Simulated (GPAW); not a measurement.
Consider KCaCl3 (Cm).

```
Ca K Cl
1.0
     3.82287   -3.82431    0.00000
     3.82287    3.82431    0.00000
    -0.00053    0.00000    5.40652
Ca K Cl
1 1 3
Direct
  0.49789 0.49789 0.48521
  0.99805 0.99805 0.99999
  0.99942 0.49552 0.48278
  0.50729 0.50729 0.98514
  0.49552 0.99942 0.48278
```

Absorber: atom 3, with 1 Ca at 2.70 Å and 1 Ca at 2.71 Å (linear, site symmetry 1). Method: GPAW, LDA, full core hole (charged cell), 10-atom cell with 7.6 Å between holes, 3×3×3 k points, dipole transitions, Gaussian full width 0.9 eV up to 4 eV, rising linearly to 3.5 eV at 25 eV.

Q: What does the Cl K edge look like?

Main maxima up to 24 eV above the zero (height): 2.0 eV (1.49), 3.8 eV (2.07), 9.9 eV (0.98), 14.7 eV (1.54) and 20.8 eV (0.95). A K edge sees empty p states on the absorber. The total-energy difference plus the lowest empty eigenvalue puts the zero at 2826.64 eV. One term is added: -17.80 eV, since the hole is spin-paired here and a spin-polarised one costs that much less in the free atom (computed apart). The photon energy is then 2808.84 eV. The functional and the charged cell's background leave an error in such absolute values: in the free atom LDA prices this hole 9.7 eV below PBE (computed apart), and PBE is itself good to a few eV.

The Cl K spectrum (energy from the lowest empty level; intensity scaled to a mean of 1 over the first 20 eV; polarised curves are means over the symmetry-equivalent atoms):

```csv
E (eV),isotropic,ε ∥ x,ε ∥ z
-2.0,0.00,0.00,0.00
-1.4,0.00,0.00,0.00
-0.8,0.00,0.00,0.00
-0.2,0.00,0.00,0.01
0.4,0.09,0.07,0.11
1.0,0.50,0.40,0.69
1.6,1.25,0.99,1.76
2.2,1.38,1.14,1.85
2.8,0.97,0.99,0.93
3.4,1.83,2.24,1.01
4.0,2.01,2.43,1.18
4.6,1.75,1.90,1.43
5.2,1.24,1.37,0.99
5.8,0.94,1.16,0.51
6.4,0.78,1.06,0.21
7.0,0.53,0.72,0.15
7.6,0.40,0.47,0.27
8.2,0.48,0.46,0.50
8.8,0.67,0.58,0.84
9.4,0.91,0.78,1.18
10.0,0.98,0.84,1.26
10.6,0.85,0.74,1.07
11.2,0.73,0.65,0.89
11.8,0.69,0.62,0.81
12.4,0.73,0.68,0.85
13.0,0.94,0.89,1.05
13.6,1.24,1.18,1.38
14.2,1.48,1.39,1.66
14.8,1.54,1.44,1.73
15.4,1.45,1.39,1.57
16.0,1.29,1.27,1.32
16.6,1.11,1.12,1.09
17.2,0.95,0.96,0.93
17.8,0.85,0.85,0.84
18.4,0.81,0.82,0.80
19.0,0.83,0.85,0.80
19.6,0.88,0.92,0.82
20.2,0.93,0.98,0.84
20.8,0.95,1.00,0.86
21.4,0.94,0.98,0.85
22.0,0.91,0.94,0.85
22.6,0.91,0.94,0.87
23.2,0.95,0.97,0.92
23.8,1.03,1.05,0.98
24.4,1.12,1.17,1.04
25.0,1.24,1.30,1.11
25.6,1.34,1.42,1.18
26.2,1.41,1.50,1.23
26.8,1.42,1.50,1.26
27.4,1.36,1.41,1.24
28.0,1.25,1.27,1.20
28.6,1.13,1.13,1.14
29.2,1.03,1.01,1.08
29.8,0.97,0.94,1.03
30.4,0.94,0.91,1.00
```

The crystal has 2 inequivalent Cl sites and not all are shown here, while a measurement adds them all. The mesh is coarse (0.34 Å⁻¹ between points), so small maxima may be mesh ripples. Lifetime broadening is put in by hand, and intensities beyond about 20 eV depend on it and on the partial waves. The structure is a computed Materials Project entry and may be a hypothetical form.

[Banner, clock and machine lines of the logs are left out without a mark of their own.]

[Logs are printed without paths, hosts, clocks, repeated set-up lines and the standing remarks that a program may print on its own settings, such as how far it seeks lower states.]

[Hosts, paths, dates, database ids (printed as entryN), source tags and the programs' standing remarks are cut or masked in the printed files.]

[Lists of maxima count a maximum above −3 eV only where it reaches 4 % of the highest in the window and stands out from its surroundings by 2 % of it (1.5 % where it reaches 55 %); shoulders and weaker maxima are passed over, and of the rest the first, up to two pre-edge ones and the few strongest are named.]
